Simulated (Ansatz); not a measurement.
# AlNi3: optical spectrum from first principles

Aim: the dielectric function of AlNi3, and the optical constants that follow from it.

Method: DFT, PBE, plane-wave PAW, default files, scalar-relativistic, independent-particle optical response without local fields, in Ansatz 0.2.0.

### 1. Set-up

It takes space group Pm-3m (No. 221, cubic). The conventional cell has a = 3.523 Å, b = 3.523 Å, c = 3.523 Å, α = 90.00°, β = 90.00°, γ = 90.00°. Nearest to Ni lie 8 Ni at 2.49 Å and 4 Al at 2.49 Å. Al has 12 Ni at 2.49 Å nearest. Farther neighbours are not listed.

### 2. Ground state and bands

The self-consistent density comes first; it also tells whether there is a gap, which decides the occupations and the need for a Drude term.

This step: DFT, PBE, plane-wave PAW, default files, scalar-relativistic, ground state (Ansatz 0.2.0).

input.yaml

```yaml
crystal:
  lattice:
    - [3.5230547267, 0.0, 0.0]
    - [0.0, 3.5230547267, 0.0]
    - [0.0, 0.0, 3.5230547267]
  atoms:
    - { symbol: Ni, position: [0.5, 0.5, 0.0], spin: 1.0 }
    - { symbol: Ni, position: [0.5, 0.0, 0.5], spin: 1.0 }
    - { symbol: Ni, position: [0.0, 0.5, 0.5], spin: 1.0 }
    - { symbol: Al, position: [0.0, 0.0, 0.0] }
magnetization:
  spin_polarized: true
kpoints:
  mp_grid: { grid: [6, 6, 6] }
  band_path:
    path:
      - [[0.0, 0.0, 0.0], [0.0, 0.5, 0.0], [0.5, 0.5, 0.0], [0.0, 0.0, 0.0], [0.5, 0.5, 0.5], [0.0, 0.5, 0.0]]
      - [[0.5, 0.5, 0.0], [0.5, 0.5, 0.5]]
    npoints: 10
scf:
  occupations: { method: fermi_dirac, width: 0.05 }
  n_extra_bands: 10
hamiltonian:
  xc: pbe
  pseudopotentials: { kind: paw }
output:
  forces: true
  stress: true
  populations: true
  write_bands: true
  write_density: true
  write_potential: true
  elf: true
  volumetric_format: npy
```

Run with:

```
ansatz run input.yaml --threads 4 --pin off --max-ram 8192MiB --backend cpu --events-out ev --progress --plain --runs-dir out
```

Numbers of over 12 decimals in the logs are rounded to 6 here.

Output:

```text
scf.n_extra_bands = 10 over 29 filled bands (N_el = 57.0): the run solves 39 bands
Engine: ansatz 0.2.0, x86_64-unknown-linux-gnu
Pseudopotentials: kind: paw
Pseudopotential: Ni, paw, valence charge 18, recommended cutoff 420 eV (normal), Ni.paw.azcp
Pseudopotential: Al, paw, valence charge 3, recommended cutoff 420 eV (normal), Al.paw.azcp
Functional definition: PBE
  parameter kappa = 0.804
  parameter beta = 0.066725
  exchange = pbe_x(kappa = kappa, mu = beta*pi^2/3)
  correlation = pbe_c(beta = beta)
Crystal: 4 atoms, lattice volume = 43.728 Å³
Basis set: ecut = 420 eV, 847 PW (Γ), exchange–correlation on 48×48×48 points (8 copies of the dense FFT grid, shifted against one another)
Bands: 39, of which v1, the nominal top of the filled ones, is band 29 counted from 1 (28 counted from 0)
Symmetry: 48 space group operations
Space group: Pm-3m (ITA 221), of the structure as read, at distance tolerance 3.5e-5 Å
Magnetic group: BNS 221.92 (UNI 1594), of the structure as read, at distance tolerance 3.5e-5 Å
k-points: 20 of 216
Non-local potential: Ni, projectors of the file, l = 0: 3, l = 1: 2, l = 2: 3, l = 3: 1
Non-local potential: Al, projectors of the file, l = 0: 2, l = 1: 2, l = 2: 1
PAW form: soft (Blöchl's): semilocal exchange-correlation on the pseudo side does not see the compensation charge
PAW one-centre angular grid: Ni, 590 points (default); XC on 64 Gauss nodes
PAW one-centre angular grid: Al, 110 points (default); XC on 64 Gauss nodes
Initial density: superposition of atomic densities (chi_scale 0.1, normalization cell)
Starting moments: Σ|m| = 3 μB on 3 of 4 sites
Initial wavefunctions: pseudopotential atomic-orbital guess
Functional: x = pbe(κ = 0.804, μ = 0.219515), c = pbe(β = 0.066725)
SCF iter   1: F=—  HF=-18055.898785 eV  |F-HF|=—  |Δ(HF+E_count)|=         —  Δρ=1.18e-1 (↑1.18e-1 ↓4.28e-2)  dr2=2.61e0  dr2_m=2.11e0  M=0.959 μB ∫|m|=1.196 μB  β_m=0.30  ethr=3.10e-3  ⟨swp⟩=5.9  Hψ=6038  notcnv=0  defer=6
Mixer restart at iter 1: flushing history
preconditioner: auto → Kerker (q_TF=auto, 2.852 Å⁻¹)  [metal: Δε(μ)=0.046 eV  Ē_g=10.071 eV  σ=0.050 eV  W_gap=0.22  n_scr=18 (ndim 8)  ℏωp=32.3 eV  f_vac=0.000  D(μ)=2.66/eV (n_scr^D=26)]
spin=Collinear: Kerker preconditioning applied to the charge; magnetization (m = ρ↑ − ρ↓) channel mixes plain (no charge-response kernel on spin).
SCF iter   2: F=—  HF=-18055.104755 eV  |F-HF|=—  |Δ(HF+E_count)|=   7.94e-1  Δρ=6.80e-2 (↑3.96e-2 ↓6.80e-2)  dr2=4.18e-1  dr2_m=1.07e0  M=0.950 μB ∫|m|=1.167 μB  β_m=0.39  ethr=3.10e-3  ⟨swp⟩=2.1  Hψ=2591  notcnv=0  defer=138
SCF iter   3: F=—  HF=-18056.659925 eV  |F-HF|=—  |Δ(HF+E_count)|=    1.56e0  Δρ=4.98e-2 (↑2.41e-2 ↓4.98e-2)  dr2=4.01e-1  dr2_m=5.07e-1  M=0.880 μB ∫|m|=1.094 μB  β_m=0.61  ethr=7.32e-4  ⟨swp⟩=2.1  Hψ=2417  notcnv=0  defer=136
SCF iter   4: F=—  HF=-18058.408161 eV  |F-HF|=—  |Δ(HF+E_count)|=    1.75e0  Δρ=3.00e-2 (↑1.31e-2 ↓3.00e-2)  dr2=6.94e-1  dr2_m=3.19e-2  M=0.711 μB ∫|m|=0.898 μB  β_m=0.77  ethr=7.03e-4  ⟨swp⟩=3.0  Hψ=2692  notcnv=0  defer=144
SCF iter   5: F=—  HF=-18058.334922 eV  |F-HF|=—  |Δ(HF+E_count)|=   7.32e-2  Δρ=1.34e-2 (↑6.61e-3 ↓1.34e-2)  dr2=7.98e-2  dr2_m=5.68e-3  M=0.672 μB ∫|m|=0.837 μB  β_m=0.89  ethr=7.03e-4  ⟨swp⟩=3.0  Hψ=2765  notcnv=0  defer=145
SCF iter   6: F=—  HF=-18058.372161 eV  |F-HF|=—  |Δ(HF+E_count)|=   3.72e-2  Δρ=1.27e-3 (↑1.13e-3 ↓1.27e-3)  dr2=4.60e-3  dr2_m=6.21e-5  M=0.698 μB ∫|m|=0.880 μB  β_m=0.94  ethr=1.40e-4  ⟨swp⟩=2.1  Hψ=2594  notcnv=0  defer=148
SCF iter   7: F=—  HF=-18058.370824 eV  |F-HF|=—  |Δ(HF+E_count)|=   1.34e-3  Δρ=7.09e-4 (↑7.09e-4 ↓4.90e-4)  dr2=4.21e-4  dr2_m=7.48e-6  M=0.699 μB ∫|m|=0.886 μB  β_m=0.97  ethr=8.06e-6  ⟨swp⟩=1.8  Hψ=1696  notcnv=0  defer=148
SCF iter   8: F=—  HF=-18058.370721 eV  |F-HF|=—  |Δ(HF+E_count)|=   1.03e-4  Δρ=3.68e-4 (↑3.28e-4 ↓3.68e-4)  dr2=1.33e-4  dr2_m=2.26e-7  M=0.699 μB ∫|m|=0.886 μB  β_m=0.99  ethr=7.39e-7  ⟨swp⟩=2.4  Hψ=2369  notcnv=0  defer=148
SCF iter   9: F=—  HF=-18058.370710 eV  |F-HF|=—  |Δ(HF+E_count)|=   1.15e-5  Δρ=6.08e-5 (↑3.44e-5 ↓6.08e-5)  dr2=2.35e-6  dr2_m=8.88e-8  M=0.699 μB ∫|m|=0.886 μB  β_m=0.99  ethr=2.34e-7  ⟨swp⟩=2.2  Hψ=1960  notcnv=0  defer=148
SCF iter  10: F=—  HF=-18058.370726 eV  |F-HF|=—  |Δ(HF+E_count)|=   1.64e-5  Δρ=3.02e-5 (↑2.05e-5 ↓3.02e-5)  dr2=8.22e-7  dr2_m=9.82e-9  M=0.699 μB ∫|m|=0.886 μB  β_m=1.00  ethr=4.12e-9  ⟨swp⟩=2.1  Hψ=2569  notcnv=0  defer=148
SCF iter  11: F=—  HF=-18058.370726 eV  |F-HF|=—  |Δ(HF+E_count)|=   5.76e-8  Δρ=1.84e-5 (↑1.20e-5 ↓1.84e-5)  dr2=2.77e-7  dr2_m=4.37e-9  M=0.699 μB ∫|m|=0.886 μB  β_m=1.00  ethr=1.44e-9  ⟨swp⟩=1.0  Hψ=1560  notcnv=0  defer=148
SCF iter  12: F=—  HF=-18058.370726 eV  |F-HF|=—  |Δ(HF+E_count)|=   3.27e-8  Δρ=1.99e-6 (↑1.99e-6 ↓1.34e-6)  dr2=3.23e-9  dr2_m=5.11e-11  M=0.699 μB ∫|m|=0.886 μB  β_m=1.00  ethr=4.86e-10  ⟨swp⟩=2.0  Hψ=1878  notcnv=0  defer=148
SCF iter  13: F=-18058.370726 eV  HF=-18058.370726 eV  |F-HF|=2.36e-10  |Δ(HF+E_count)|=  4.04e-10  Δρ=5.42e-7 (↑5.42e-7 ↓4.36e-7)  dr2=2.89e-10  dr2_m=1.67e-12  M=0.699 μB ∫|m|=0.886 μB  ethr=5.66e-12  ⟨swp⟩=10.2  Hψ=9700  notcnv=0
SCF 1 converged in 13 iterations: F = -18058.370726 eV  dr2 = 2.89e-10
  greatest PAW one-centre occupation: 1.001 electrons in one spin orbital (limit 2), on the Ni atom at site 1 (counted from 0), in its partial waves of l = 1
NSCF: frozen V_eff on 62 k-points
SCF converged after 13 iterations
Magnetization: 0.6988 μB (28.8494 up, 28.1506 down)
Absolute magnetization: 0.8867 μB (∫|ρ↑−ρ↓|, with the PAW one-centre terms)
Spin contamination: 0.0112 ħ² per cell (⟨S²⟩ above its minimum at these occupations)
Per-site moments (μB) at R_I (Å): [(0.260538, 1.027610), (0.260538, 1.027610), (0.260538, 1.027610), (-0.017335, 1.027610)]
Free energy (F): -18058.370726 eV
Harris-Foulkes:  -18058.370726 eV  (|F-HF|=2.36e-10)
Internal energy: -18058.344058 eV  (E = F + TS)
E sigma→0 (E₀):  -18058.357392 eV
Entropy (-TS):   -0.026669 eV (-6.667 meV/atom)
Fermi energy:    16.467381 eV
--- Per-component energies (eV) ---
  E_band       = -901.392179
  E_kinetic    = 879.154372
  E_local      = -11867.307901  (includes V_loc(G=0)·N_el)
  E_nonlocal   = 1916.759009
  E_hartree    = 5057.232869
  E_xc         = -297.760792
  E_vxc        = -361.828970  (∫ρ·V_xc dr)
  E_paw        = -5358.243780  (= ΣΔE_a)
  E_vpaw       = -1582.638535  (= ΣTr[D̂ρ^β])
  E_aug_tail   = 0.001709  (compensation charges beyond the density's cutoff)
  E_ewald      = -8388.179542
  E_smearing   = -0.026669  (= −TS)
  E_closure    = -0.000000  (closes the sum)
  Σ components = -18058.370726   (vs F -18058.370726, Δ=0.00e0)
--- Forces (eV/Å), atoms counted from 1 ---
  atom   1  Ni     0.00000000     0.00000000     0.00000000
  atom   2  Ni     0.00000000    -0.00000000     0.00000000
  atom   3  Ni     0.00000000    -0.00000000     0.00000000
  atom   4  Al    -0.00000000     0.00000000    -0.00000000
  max |Σ_I F_I| component: 1.91e-28 eV/Å
--- Stress (GPa, compression-positive) ---
        7.366003       0.000000       0.000000
        0.000000       7.366003       0.000000
       -0.000000       0.000000       7.366003
  P = ⅓ Tr σ = 7.3660 GPa (73.660 kbar)
--- Band table (eV; the first three rows and the last of 40) ---
  k-point 0 ↑: bands = [... 25 lower, 16.3997, 16.3997, 16.3997, 17.3022, 17.3022, 17.3022, 23.1597, 23.1597, ... 6 higher]
  k-point 1 ↑: bands = [... 25 lower, 15.8928, 16.0928, 16.2526, 16.4001, 18.2982, 18.2982, 23.1260, 23.7025, ... 6 higher]
  k-point 2 ↑: bands = [... 25 lower, 15.5167, 15.6818, 15.9509, 16.4007, 20.0100, 20.0100, 23.0399, 24.0676, ... 6 higher]
  k-point 19 ↓: bands = [... 25 lower, 15.5551, 15.5551, 16.1477, 16.5950, 16.5950, 16.5950, 20.1568, 20.8055, ... 6 higher]
--- Löwdin populations: 4 sites ---
  site symbol       q [e]    m [muB]
     0     Ni     17.6249     0.2583
     1     Ni     17.6249     0.2583
     2     Ni     17.6249     0.2583
     3     Al      3.5557    -0.0485
  spilling = 0.009996 (of n_electrons = 57.000000)
```

Run time: 9.8 s. Hardware: 4 threads of Intel Xeon at 2.50GHz (Skylake/Cascade Lake), shared host; peak memory 0.43 GiB.

The column dr2 measures how far the density is from self-consistency, as an energy; F and HF (Harris–Foulkes) agree once it is small.

Read-outs, printed or worked out from the files:

```
free energy            : -18058.3707 eV
Fermi energy           : 16.47 eV
magnetization          : 0.6988 μB
absolute magnetization : 0.8867 μB
site moments           : 0.2605, 0.2605, 0.2605, -0.01733 μB
electrons              : 57
symmetry operations    : 48
pressure               : 7.366 GPa
volume                 : 43.73 Å³
gap on the path        : 0 eV
```

There are states at the Fermi level within the smearing, so the occupations stay smeared and the carriers get a Drude term. The cell is left with a pressure of 7.4 GPa, as it stands unrelaxed at this level.

Both spins together. Electronic bands along the path, in eV, zero at the Fermi level; # counts the bands kept:

| point | #30 | #31 | #32 | #33 | #34 | #35 | #36 | #37 |
| --- | --- | --- | --- | --- | --- | --- | --- | --- |
| Γ | 0.37 | 0.37 | 0.37 | 0.80 | 0.80 | 0.80 | 0.83 | 0.83 |
| halfway | -0.49 | -0.43 | -0.24 | -0.07 | 0.37 | 2.63 | 2.63 | 2.71 |
| X | -0.85 | -0.51 | -0.33 | -0.07 | 0.37 | 5.64 | 5.64 | 5.64 |
| halfway | -0.69 | -0.56 | -0.54 | -0.47 | -0.12 | 2.35 | 2.48 | 2.50 |
| M | -0.99 | -0.80 | -0.61 | -0.60 | -0.46 | 0.88 | 0.88 | 1.17 |
| halfway | -0.50 | -0.41 | -0.02 | 0.02 | 0.09 | 0.99 | 1.26 | 3.83 |
| Γ | 0.37 | 0.37 | 0.37 | 0.80 | 0.80 | 0.80 | 0.83 | 0.83 |
| halfway | -0.75 | -0.19 | 0.19 | 0.54 | 0.59 | 1.29 | 1.29 | 1.52 |
| R | -0.91 | -0.32 | -0.30 | -0.24 | -0.24 | -0.24 | 0.13 | 0.13 |
| halfway | -0.76 | -0.67 | -0.49 | -0.34 | 0.04 | 1.71 | 1.86 | 2.07 |
| X | -0.85 | -0.51 | -0.33 | -0.07 | 0.37 | 5.64 | 5.64 | 5.64 |
| jump to M | -0.99 | -0.80 | -0.61 | -0.60 | -0.46 | 0.88 | 0.88 | 1.17 |
| halfway | -0.79 | -0.73 | -0.60 | -0.53 | -0.15 | 0.47 | 0.47 | 0.76 |
| R | -0.91 | -0.32 | -0.30 | -0.24 | -0.24 | -0.24 | 0.13 | 0.13 |

Spin density in the ac plane at fractional y = 0.000, with atoms of Ni and Al within 0.2 Å of it.

Ten even steps from '_' (-0.04 × 1e-1 e/Å³) to '@' (9.53 × 1e-1 e/Å³), each cell a mean:
```
____________________________
____________________________
____________________________
____________________________
____________________________
____________::==..__________
__________..++@@==__________
____________--++::__________
______________..____________
____________________________
____________________________
____________________________
____________________________
____________________________
```
Atoms in or near the plane, at fractional coordinates: Ni at (0.50, 0.50), Al at (0.00, 0.00).

Electrostatic potential energy in the ac plane at fractional y = 0.000, with atoms of Ni and Al within 0.2 Å of it. With pseudopotentials it is smooth inside the atoms' cores, unlike the true potential.

Ten even steps from '_' (-47 eV) to '@' (19 eV), each cell a mean:
```
%%%%####%%@@@@@@@@@@%%####%%
######%%@@@@@@@@@@@@%%######
######%%@@@@@@@@@@@@@@%%####
%%%%@@@@@@%%****##%%@@@@%%%%
@@@@@@@@##++::::--++%%@@@@@@
@@@@@@%%**::______--##@@@@@@
@@@@@@%%++..______::**@@@@@@
@@@@@@%%++::______::**@@@@@@
@@@@@@@@##==::..::++%%@@@@@@
%%%%@@@@%%##++++**##@@@@@@%%
####%%%%@@@@%%%%%%@@@@%%%%##
######%%@@@@@@@@@@@@@@######
%%%%####%%@@@@@@@@@@%%####%%
@@%%####%%@@@@@@@@@@%%####%%
```
Atoms in or near the plane, at fractional coordinates: Ni at (0.50, 0.50), Al at (0.00, 0.00).

(Continued in part 2 of 2.)

[Logs are printed without paths, hosts, clocks, repeated set-up lines and the standing remarks that a program may print on its own settings, such as how far it seeks lower states.]

[Hosts, paths, dates, database ids (printed as entryN), source tags and the programs' standing remarks are cut or masked in the printed files.]
